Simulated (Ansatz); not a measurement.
Two G0W0 runs on WSe2 (P6_3/mmc).

The database entry behind the starting cell differs from later determinations by our own check (a about 0.2 % long), so it need not match the best structure at ambient conditions.

Symmetry: P6_3/mmc, No. 194, hexagonal system. The conventional cell has a = 3.290 Å, b = 3.290 Å, c = 12.970 Å, α = 90.00°, β = 90.00°, γ = 120.00°. Nearest to W lie 6 Se at 2.53 Å. Nearest to Se lie 3 W at 2.53 Å. Farther neighbours and most contacts between anions are not listed.

```cif
data_structure
_symmetry_space_group_name_H-M 'P 1'
_symmetry_Int_Tables_number 1
_cell_length_a 3.2900
_cell_length_b 3.2900
_cell_length_c 12.9700
_cell_angle_alpha 90.000
_cell_angle_beta 90.000
_cell_angle_gamma 120.000
_cell_volume 121.58
loop_
_atom_site_label
_atom_site_type_symbol
_atom_site_fract_x
_atom_site_fract_y
_atom_site_fract_z
_atom_site_occupancy
W1 W 0.33333 0.66667 0.25000 1
W2 W 0.66667 0.33333 0.75000 1
Se3 Se 0.33333 0.66667 0.62100 1
Se4 Se 0.66667 0.33333 0.12100 1
Se5 Se 0.33333 0.66667 0.87900 1
Se6 Se 0.66667 0.33333 0.37900 1
```

The cell and positions come from the Crystallography Open Database and are kept as given unless a step says otherwise. Spin-orbit coupling is left out unless a run names it.

The first (Ansatz 0.2.0; start PBE with 10 % exact exchange, 6×6×2 mesh, 507 empty bands, screening to 150 eV, PAW set soft_1 files; 1 × NVIDIA H100 80GB HBM3 (shared by 6 runs) with 3 threads of AMD EPYC 7R13 (Zen 3), shared host) gave, on its mesh: starting gap 1.41 eV, G0W0 gap 1.40 eV, RPA ε∞ (mean) 10.66, 83 s.

The second changes start from PBE with 10 % exact exchange to PBE with 60 % exact exchange. What does it give?

It gave: starting gap 3.79 eV, G0W0 gap 1.97 eV, RPA ε∞ (mean) 6.27, 83 s. The G0W0 gap moves by +0.57 eV, +2.38 eV from the start and −1.81 eV from the correction. Σc changes by −0.01 eV at the valence top and +0.20 eV at the conduction bottom, and Σx − Vxc between them by −2.02 eV.

Limits: not at the basis limit; no spin-orbit coupling.

[Paths, hosts, dates, memory and timing lines, banners, echoed tables and standing remarks are left out of the program output.]

[Logs are printed without paths, hosts, clocks, repeated set-up lines and the standing remarks that a program may print on its own settings, such as how far it seeks lower states.]

[Runs of the session that timed out or met a known fault of the program may be left out.]

[Cells called generated may have been cut or substituted from an entry of the Crystallography Open Database or the Materials Project.]

[Hosts, paths, dates, database ids (printed as entryN), source tags and the programs' standing remarks are cut or masked in the printed files.]
